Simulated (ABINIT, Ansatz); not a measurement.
## PNO (Cc): changed settings of a GW run in ABINIT

A base run on PNO (Cc), then changed inputs.

Method: LDA and many-body steps on it, plane waves, in ABINIT 10.8.3.

### 1. The structure

It takes space group Cc (No. 9, monoclinic). Conventional cell: a = 6.556 Å, b = 6.572 Å, c = 4.620 Å, α = 90.00°, β = 130.96°, γ = 90.00°. P has 2 N at 1.55 Å and 2 O at 1.60 Å nearest. Nearest to N lie 2 P at 1.55 Å. Nearest to O lie 2 P at 1.60 Å. Farther neighbours and most contacts between anions are not listed.

The cell and positions are those that the Materials Project relaxed with its own functionals (PBE, PBE+U or r2SCAN), kept fixed.

### 2. Screening, 2×2×4 mesh, 65 bands, screening to 114.3 eV

This step: ABINIT 10.8.3; RPA screening on LDA, plane waves, norm-conserving pseudopotentials.

The RPA dielectric matrix is built and inverted for each q.

run.abi

```
acell 3*1.0 Angstrom
rprim 
  3.278002254000 -3.286113380400 0.000000000000
  3.278002254000 3.286113380400 0.000000000000
  -3.028551860300 0.000000000000 3.488865954800
ntypat 3
znucl 15 7 8
natom 6
typat 1 1 2 2 3 3
xred 
  0.730409600000 0.010313920000 0.000167090000
  0.010313920000 0.730409600000 0.500167090000
  0.742864730000 0.382544620000 0.249632690000
  0.382544620000 0.742864730000 0.749632690000
  0.883089610000 0.000777520000 0.750200220000
  0.000777520000 0.883089610000 0.250200220000
pp_dirpath "pseudos"
pseudos "P.upf, N.upf, O.upf"
ecut 36
ngkpt 2 2 4
nshiftk 1
shiftk 0 0 0
kptopt 1
chksymbreak 0
istwfk *1
occopt 1
irdwfk 1
optdriver 3
nband 65
ecuteps 4.2
inclvkb 2
awtr 1
symchi 1
indata_prefix "in"
outdata_prefix "out"
tmpdata_prefix "tmp"
```

Run with:

```bash
$ OMP_NUM_THREADS=1 mpirun -n 4 abinit run.abi > log
```

The program printed:

```text
.Version 10.8.3 of ABINIT. v10.8.2 released Aug 2026.

 Symmetries : space group Cc (#  9); Bravais mC (1-face-center monocl.)
[... echo of the input left out ...]
== DATASET  1 ==================================================================
-   mpi_nproc: 4, omp_nthreads: 1 (-1 if OMP is not activated)

--- !DatasetInfo
iteration_state: {dtset: 1, }
dimensions: {natom: 6, nkpt: 9, mband: 65, nsppol: 1, nspinor: 1, nspden: 1, mpw: 5252, }
cutoff_energies: {ecut:  36.0, pawecutdg:  -1.0, }
electrons: {nelect:   3.20000000E+01, charge:   0.00000000E+00, occopt:   1.00000000E+00, tsmear:   1.00000000E-02, }

 SCREENING: Calculation of the susceptibility and dielectric matrices

 Based on a program developped by R.W. Godby, V. Olevano, G. Onida, and L. Reining.
 Incorporated in ABINIT by V. Olevano, G.-M. Rignanese, and M. Torrent.
.Using double precision arithmetic ; gwpc =  8

[... cell and pseudopotentials left out ...]
--------------------------------------------------------------------------------

 ==== K-mesh for the wavefunctions ====
 Number of points in the irreducible wedge :     9
[... list of points left out ...]
 Together with  2 symmetry operations and time-reversal symmetry
 yields    16 points in the full Brillouin Zone.

 ==== Q-mesh for the screening function ====
 Number of points in the irreducible wedge :     9
[... list of points left out ...]
 Together with  2 symmetry operations and time-reversal symmetry
 yields    16 points in the full Brillouin Zone.

 setmesh: FFT mesh size selected  =    27x   27x   24
          total number of points  =        17496

 vcoul_init : cutoff-mode = AUXILIARY_FUNCTION
 q-points for optical limit:   1
     1)      0.000010    0.000020    0.000030

- screening: taking advantage of time-reversal symmetry
- Maximum band index for partially occupied states nbvw = 16
- Remaining bands to be divided among processors   nbcw = 49
- Number of bands treated by each node ~12

 Number of electrons calculated from density =   32.0000; Expected =   32.0000
 average of density, n =  0.063088
 r_s =    1.5583
 omega_plasma =   24.2287 [eV]

 calculating chi0 at frequencies [eV] :
  1    0.000000E+00    0.000000E+00
  2    0.000000E+00    2.422865E+01

--------------------------------------------------------------------------------
  q-point number  1        q = ( 0.000000, 0.000000, 0.000000) [r.l.u.]
--------------------------------------------------------------------------------
[... chi0 elements left out ...]
 For q-point:  0.000010 0.000020 0.000030
  dielectric constant =   3.2360
  dielectric constant without local fields =   3.5209

  Average fulfillment of the sum rule on Im[epsilon] for q-point    1 :     44.46  [%]
[... wings left out ...]
  q-point number  2        q = ( 0.500000, 0.000000, 0.000000) [r.l.u.]
--------------------------------------------------------------------------------
[... chi0 elements left out ...]
  Average fulfillment of the sum rule on Im[epsilon] for q-point    2 :     54.66  [%]

 [... 7 further q-points ...]
```

Elapsed: 28 s, on 4 MPI ranks of Arm Neoverse N1, shared host; peak memory 0.76 GiB; 1.9 min of CPU time.

Numbers from this step:

* ε∞ with local fields, on this mesh, along the program's q direction: 3.236
* the same without local fields: 3.521
* plasma frequency: 24.23 eV
* plane waves in the screening matrix: 199

Local fields lower ε∞ by 8 %. On a Γ-centred mesh this coarse the value itself is usually too large, while a short band sum pulls it down.

### 3. Base

The self-energy is evaluated for the states that the input lists, and the levels follow from it, in one-shot runs by the linearised quasiparticle equation.

This step: G0W0 on LDA, plane waves, norm-conserving pseudopotentials.

run.abi, as its differences from that of step 2:

```diff
@@ -27,8 +27,17 @@
 irdwfk 1
-optdriver 3
+optdriver 4
 nband 65
+gwcalctyp 0
+ecutsigx 36
+symsigma 1
+nkptgw 2
+kptgw 
+  0.5000000000 0.5000000000 0.0000000000
+  0.0000000000 0.0000000000 0.0000000000
+bdgw 
+  15 18
+  15 18
 ecuteps 4.2
-inclvkb 2
-awtr 1
-symchi 1
+irdscr 1
+ppmodel 1
 indata_prefix "in"
```

The program printed:

```text
.Version 10.8.3 of ABINIT. v10.8.2 released Aug 2026.

 Symmetries : space group Cc (#  9); Bravais mC (1-face-center monocl.)
[... echo of the input left out ...]
== DATASET  1 ==================================================================
-   mpi_nproc: 4, omp_nthreads: 1 (-1 if OMP is not activated)

--- !DatasetInfo
iteration_state: {dtset: 1, }
dimensions: {natom: 6, nkpt: 9, mband: 65, nsppol: 1, nspinor: 1, nspden: 1, mpw: 5252, }
cutoff_energies: {ecut:  36.0, pawecutdg:  -1.0, }
electrons: {nelect:   3.20000000E+01, charge:   0.00000000E+00, occopt:   1.00000000E+00, tsmear:   1.00000000E-02, }

 SIGMA: Calculation of the GW corrections

 Based on a program developped by R.W. Godby, V. Olevano, G. Onida, and L. Reining.
 Incorporated in ABINIT by V. Olevano, G.-M. Rignanese, and M. Torrent.
.Using double precision arithmetic ; gwpc =  8

[... cell and pseudopotentials left out ...]
--------------------------------------------------------------------------------

 ==== K-mesh for the wavefunctions ====
 Number of points in the irreducible wedge :     9
[... list of points left out ...]
 Together with  2 symmetry operations and time-reversal symmetry
 yields    16 points in the full Brillouin Zone.

 ==== Q-mesh for screening function ====
 Number of points in the irreducible wedge :     9
[... list of points left out ...]
 Together with  2 symmetry operations and time-reversal symmetry
 yields    16 points in the full Brillouin Zone.

 vcoul_init : cutoff-mode = AUXILIARY_FUNCTION
 q-points for optical limit:   1
     1)      0.000010    0.000020    0.000030
 setmesh: FFT mesh size selected  =    45x   45x   36
          total number of points  =        72900

 Number of electrons calculated from density =   32.0000; Expected =   32.0000
 average of density, n =  0.063088
 r_s =    1.5583
 omega_plasma =   24.2287 [eV]

 === KS Band Gaps ===
  >>>> For spin  1
   Minimum direct gap =   5.5601 [eV], located at k-point      :   0.0000  0.0000  0.0000
   Fundamental gap    =   5.0215 [eV], Top of valence bands at :   0.5000  0.5000  0.0000
                                       Bottom of conduction at :   0.0000  0.0000  0.0000
 SIGMA fundamental parameters:
 PLASMON POLE MODEL  1
 number of plane-waves for SigmaX                 5209
 number of plane-waves for SigmaC and W            199
 number of plane-waves for wavefunctions          5209
 number of bands                                    65
 number of independent spin polarizations            1
 number of spinorial components                      1
 number of k-points in IBZ                           9
 number of q-points in IBZ                           9
 number of symmetry operations                       2
 number of k-points in BZ                           16
 number of q-points in BZ                           16
 number of frequencies for dSigma/dE                 9
 frequency step for dSigma/dE [eV]                0.25
 number of omega for Sigma on real axis              0
 max omega for Sigma on real axis  [eV]           0.00
 zcut for avoiding poles [eV]                     0.10

 EPSILON^-1 parameters (SCR file):
 dimension of the eps^-1 matrix on file            199
 dimension of the eps^-1 matrix used               199
 number of plane-waves for wavefunctions          5209
 number of bands                                    65
 number of q-points in IBZ                           9
 number of frequencies                               2
 number of real frequencies                          1
 number of imag frequencies                          1

 matrix elements of self-energy operator (all in [eV])

 Perturbative Calculation

--- !SelfEnergy_ee
iteration_state: {dtset: 1, }
kpoint     : [   0.500,    0.500,    0.000, ]
spin       : 1
KS_gap     :    5.743
QP_gap     :    8.101
Delta_QP_KS:    2.357
data: !SigmaeeData |
     Band     E0 <VxcDFT>   SigX SigC(E0)      Z dSigC/dE  Sig(E)    E-E0       E
       15   1.395 -16.439 -20.301   3.410   0.813  -0.230 -16.807  -0.368   1.027
       16   2.000 -17.206 -21.165   3.575   0.809  -0.235 -17.517  -0.311   1.689
       17   7.743 -13.690  -7.854  -3.394   0.838  -0.194 -11.644   2.046   9.789
       18   9.003 -13.272  -7.324  -3.531   0.836  -0.195 -11.250   2.023  11.026

--- !SelfEnergy_ee
iteration_state: {dtset: 1, }
kpoint     : [   0.000,    0.000,    0.000, ]
spin       : 1
KS_gap     :    5.560
QP_gap     :    7.854
Delta_QP_KS:    2.294
data: !SigmaeeData |
     Band     E0 <VxcDFT>   SigX SigC(E0)      Z dSigC/dE  Sig(E)    E-E0       E
       15   1.407 -16.901 -20.988   3.590   0.812  -0.232 -17.305  -0.404   1.004
       16   1.461 -16.630 -20.779   3.617   0.811  -0.234 -17.061  -0.431   1.030
       17   7.021 -12.331  -6.984  -3.144   0.846  -0.183 -10.468   1.863   8.884
       18   7.447 -12.883  -7.584  -3.332   0.846  -0.182 -11.218   1.666   9.113

== END DATASET(S) ==============================================================
================================================================================

 -outvars: echo values of variables after computation  --------
           etotal      0.0000000000E+00
            nband          65
             nkpt           9
          spgroup           9
 [... the other variables as echoed above ...]

 Calculation completed.
```

Elapsed: 9.1 s, on 4 MPI ranks; peak memory 0.64 GiB; 36 s of CPU time.

This step gave:

```yaml
g0w0_gap_on_the_points_computed: 7.195 eV
starting_gap_on_the_mesh: 5.021 eV
k_of_the_valence_top: 0.5, 0.5, 0
k_of_the_conduction_bottom: 0, 0, 0
z_at_the_valence_top: 0.809
z_at_the_conduction_bottom: 0.846
least_direct_g0w0_gap_on_the_computed_points: 7.854 eV
```

The gap on the mesh goes from 5.02 eV to 7.20 eV, a correction of +2.17 eV.

### 4. Smaller part of the screening matrix

run.abi, as its differences from that of step 3:

```diff
@@ -39,3 +39,3 @@
   15 18
-ecuteps 4.2
+ecuteps 2.1
 irdscr 1
```

The program printed:

```text
.Version 10.8.3 of ABINIT. v10.8.2 released Aug 2026.

 Symmetries : space group Cc (#  9); Bravais mC (1-face-center monocl.)
[... echo of the input left out ...]
== DATASET  1 ==================================================================
-   mpi_nproc: 4, omp_nthreads: 1 (-1 if OMP is not activated)

--- !DatasetInfo
iteration_state: {dtset: 1, }
dimensions: {natom: 6, nkpt: 9, mband: 65, nsppol: 1, nspinor: 1, nspden: 1, mpw: 5252, }
cutoff_energies: {ecut:  36.0, pawecutdg:  -1.0, }
electrons: {nelect:   3.20000000E+01, charge:   0.00000000E+00, occopt:   1.00000000E+00, tsmear:   1.00000000E-02, }

 SIGMA: Calculation of the GW corrections

 Based on a program developped by R.W. Godby, V. Olevano, G. Onida, and L. Reining.
 Incorporated in ABINIT by V. Olevano, G.-M. Rignanese, and M. Torrent.
.Using double precision arithmetic ; gwpc =  8

[... cell and pseudopotentials left out ...]
--------------------------------------------------------------------------------

 ==== K-mesh for the wavefunctions ====
 Number of points in the irreducible wedge :     9
[... list of points left out ...]
 Together with  2 symmetry operations and time-reversal symmetry
 yields    16 points in the full Brillouin Zone.

 ==== Q-mesh for screening function ====
 Number of points in the irreducible wedge :     9
[... list of points left out ...]
 Together with  2 symmetry operations and time-reversal symmetry
 yields    16 points in the full Brillouin Zone.

 vcoul_init : cutoff-mode = AUXILIARY_FUNCTION
 q-points for optical limit:   1
     1)      0.000010    0.000020    0.000030
 setmesh: FFT mesh size selected  =    45x   45x   36
          total number of points  =        72900

 Number of electrons calculated from density =   32.0000; Expected =   32.0000
[...]
number of omega for Sigma on real axis              0
 max omega for Sigma on real axis  [eV]           0.00
 zcut for avoiding poles [eV]                     0.10

 EPSILON^-1 parameters (SCR file):
 dimension of the eps^-1 matrix on file            199
 dimension of the eps^-1 matrix used                65
 number of plane-waves for wavefunctions          5209
 number of bands                                    65
 number of q-points in IBZ                           9
 number of frequencies                               2
 number of real frequencies                          1
 number of imag frequencies                          1

 matrix elements of self-energy operator (all in [eV])

 Perturbative Calculation

--- !SelfEnergy_ee
iteration_state: {dtset: 1, }
kpoint     : [   0.500,    0.500,    0.000, ]
spin       : 1
KS_gap     :    5.743
QP_gap     :    8.377
Delta_QP_KS:    2.633
data: !SigmaeeData |
     Band     E0 <VxcDFT>   SigX SigC(E0)      Z dSigC/dE  Sig(E)    E-E0       E
       15   1.395 -16.439 -20.301   3.227   0.830  -0.204 -16.966  -0.527   0.867
       16   2.000 -17.206 -21.165   3.353   0.829  -0.206 -17.708  -0.502   1.498
       17   7.743 -13.690  -7.854  -3.321   0.847  -0.180 -11.559   2.131   9.875
[...]
--- !SelfEnergy_ee
iteration_state: {dtset: 1, }
kpoint     : [   0.000,    0.000,    0.000, ]
spin       : 1
KS_gap     :    5.560
QP_gap     :    8.133
Delta_QP_KS:    2.573
data: !SigmaeeData |
     Band     E0 <VxcDFT>   SigX SigC(E0)      Z dSigC/dE  Sig(E)    E-E0       E
[...]
17   7.021 -12.331  -6.984  -3.105   0.853  -0.172 -10.418   1.912   8.934
       18   7.447 -12.883  -7.584  -3.423   0.857  -0.167 -11.275   1.608   9.056

== END DATASET(S) ==============================================================
================================================================================

 -outvars: echo values of variables after computation  --------
           etotal      0.0000000000E+00
            nband          65
             nkpt           9
          spgroup           9
 [... the other variables as echoed above ...]

 Calculation completed.
```

Wall time 5.6 s (4 MPI ranks); peak memory 0.2 GiB; 22 s of CPU time.

Numbers from this step:

| Item | Value |
| --- | --- |
| G0W0 gap on the points computed | 7.436 eV |
| starting gap on the mesh | 5.021 eV |
| k of the valence top | 0.5, 0.5, 0 |
| k of the conduction bottom | 0, 0, 0 |
| Z at the valence top | 0.829 |
| Z at the conduction bottom | 0.853 |
| least direct G0W0 gap on the computed points | 8.133 eV |

### 5. More bands than the file holds

run.abi, as its differences from that of step 4:

```diff
@@ -28,3 +28,3 @@
 optdriver 4
-nband 65
+nband 414
 gwcalctyp 0
@@ -39,3 +39,3 @@
   15 18
-ecuteps 2.1
+ecuteps 4.2
 irdscr 1
```

The program printed:

```text
.Version 10.8.3 of ABINIT. v10.8.2 released Aug 2026.

 Symmetries : space group Cc (#  9); Bravais mC (1-face-center monocl.)
================================================================================
 Values of the parameters that define the memory need of the present run
     intxc =       0    ionmov =       0      iscf =       7    lmnmax =       6
     lnmax =       6     mgfft =      48  mpssoang =       3    mqgrid =    3001
     natom =       6  nloc_mem =       1    nspden =       1   nspinor =       1
    nsppol =       1      nsym =       2    n1xccc =    2501    ntypat =       3
    occopt =       1   xclevel =       1
-    mband =         414        mffmem =           1         mkmem =           3
       mpw =        5252          nfft =      110592          nkpt =           9
================================================================================
  Rough estimation (10% accuracy) of disk space for files :
================================================================================

--------------------------------------------------------------------------------
------------- Echo of variables that govern the present computation ------------
--------------------------------------------------------------------------------
 -outvars: echo values of preprocessed input variables --------
            acell      1.8897261259E+00  1.8897261259E+00  1.8897261259E+00 Bohr

             bdgw          15      18      15      18
      chksymbreak           0
             ecut      3.60000000E+01 Hartree
          ecuteps      4.20000000E+00 Hartree
         ecutsigx      3.60000000E+01 Hartree
          ecutwfn      3.60000000E+01 Hartree
-          fftalg         312
           irdscr           1
           irdwfk           1

[...]
R(1)=  6.1945265 -6.2098543  0.0000000  G(1)=  0.0807164 -0.0805172  0.0700669
 R(2)=  6.1945265  6.2098543  0.0000000  G(2)=  0.0807164  0.0805172  0.0700669
 R(3)= -5.7231336  0.0000000  6.5930011  G(3)=  0.0000000  0.0000000  0.1516760
 Unit cell volume ucvol=  5.0722736E+02 bohr^3
 Angles (23,13,12)=  1.17578149E+02  1.17578149E+02  9.01415981E+01 degrees

--- Pseudopotential description ------------------------------------------------
- P Generated using ONCVPSP code by D. R. Hamann
- 15.00000   5.00000  180309                  znucl, zion, pspdat
12 -1012 2 -1 1298                            pspcod,pspxc,lmax,lloc,mmax
     nproj     2     2     2
  pspatm : epsatm=    7.03163270
         --- l  ekb(1:nproj) -->
[...]
pspatm: atomic psp has been read  and splines computed

- N Generated using ONCVPSP code by D. R. Hamann
-  7.00000   5.00000  180309                  znucl, zion, pspdat
12 -1012 1 -1 1058                            pspcod,pspxc,lmax,lloc,mmax
     nproj     2     2     0
  pspatm : epsatm=    5.30777321
         --- l  ekb(1:nproj) -->
[...]
pspatm: atomic psp has been read  and splines computed

- O Generated using ONCVPSP code by D. R. Hamann
-  8.00000   6.00000  201201                  znucl, zion, pspdat
12 -1012 2 -1 926                             pspcod,pspxc,lmax,lloc,mmax
     nproj     2     2     1
  pspatm : epsatm=    6.27558587
         --- l  ekb(1:nproj) -->
             0    6.026028    0.816167
             1   -4.798959   -1.172522
             2   -1.033686
 pspatm: atomic psp has been read  and splines computed

   1.19135947E+03                                ecore*ucvol(ha*bohr**3)
--------------------------------------------------------------------------------

--- !ERROR
message: |
    Number of bands stored WFK file is less than required.
    WFK mband: 150, self-energy nband: 414

--- !ERROR
message: |
    Number of bands stored WFK file is less than required.
    WFK mband: 150, self-energy nband: 414

--- from the log ---
Number of bands stored WFK file is less than required.
    WFK mband: 150, self-energy nband: 414
```

Run time: 3.1 s. Hardware: 4 MPI ranks; peak memory 0.2 GiB; 9.2 s of CPU time.

The run stopped with an error after 3.1 s.

The program's words: Number of bands stored WFK file is less than required. WFK mband: 150, self-energy nband: 414

The fault put into this input: more bands than the file holds.

### 6. Side by side

Times are wall times on 4 MPI ranks of Arm Neoverse N1, shared host, good to a factor of about two. A run's time includes the screening step that it read.

```tsv
run	mesh	bands	screening cutoff (eV)	DFT gap (eV)	gap on the mesh (eV)	direct (eV)	ε∞ used	time
base	2×2×4	65	114.3	5.021	7.195	7.854	3.24	37 s
smaller part of the screening matrix	2×2×4	65	57.1	5.021	7.436	8.133	3.24	34 s
```

### 7. Summary of results

```json
{"base": "7.195 eV", "smaller part of the screening matrix": "7.436 eV", "known limits": "not at the basis limit; coarse k mesh"}
```

What this shows: Smaller part of the screening matrix: +0.241 eV against base (keys changed: ecuteps). Bands and cutoff are finite, so the gap is not at the basis limit. The miss can reach some tenths of an eV and take either sign; the mesh is an error of its own. In the first G0W0 run levels were corrected at 2 k points alone, so a gap called «on the mesh» is the least over those, and an edge elsewhere would be missed. The 2×2×4 mesh is coarse for this cell, which bears on the long-range parts of exchange and screening.

[Paths, hosts, dates, memory and timing lines, banners, echoed tables and standing remarks are left out of the program output.]

[Logs are printed without paths, hosts, clocks, repeated set-up lines and the standing remarks that a program may print on its own settings, such as how far it seeks lower states.]

[Runs of the session that timed out or met a known fault of the program may be left out.]

[No measured gap is set beside runs whose start may be inverted or whose files or cutoffs have a known fault.]

[Hosts, paths, dates, database ids (printed as entryN), source tags and the programs' standing remarks are cut or masked in the printed files.]

[G0W0 gaps are taken among the corrected bands and points alone; a level outside them can change the order at an edge.]

[Where Ansatz stands beside ABINIT at settings called matched, ABINIT's density can come from a denser mesh and the files from another edition; pairs whose starting gaps differed by over 0.03 eV were left out, so agreement reads better than it is.]
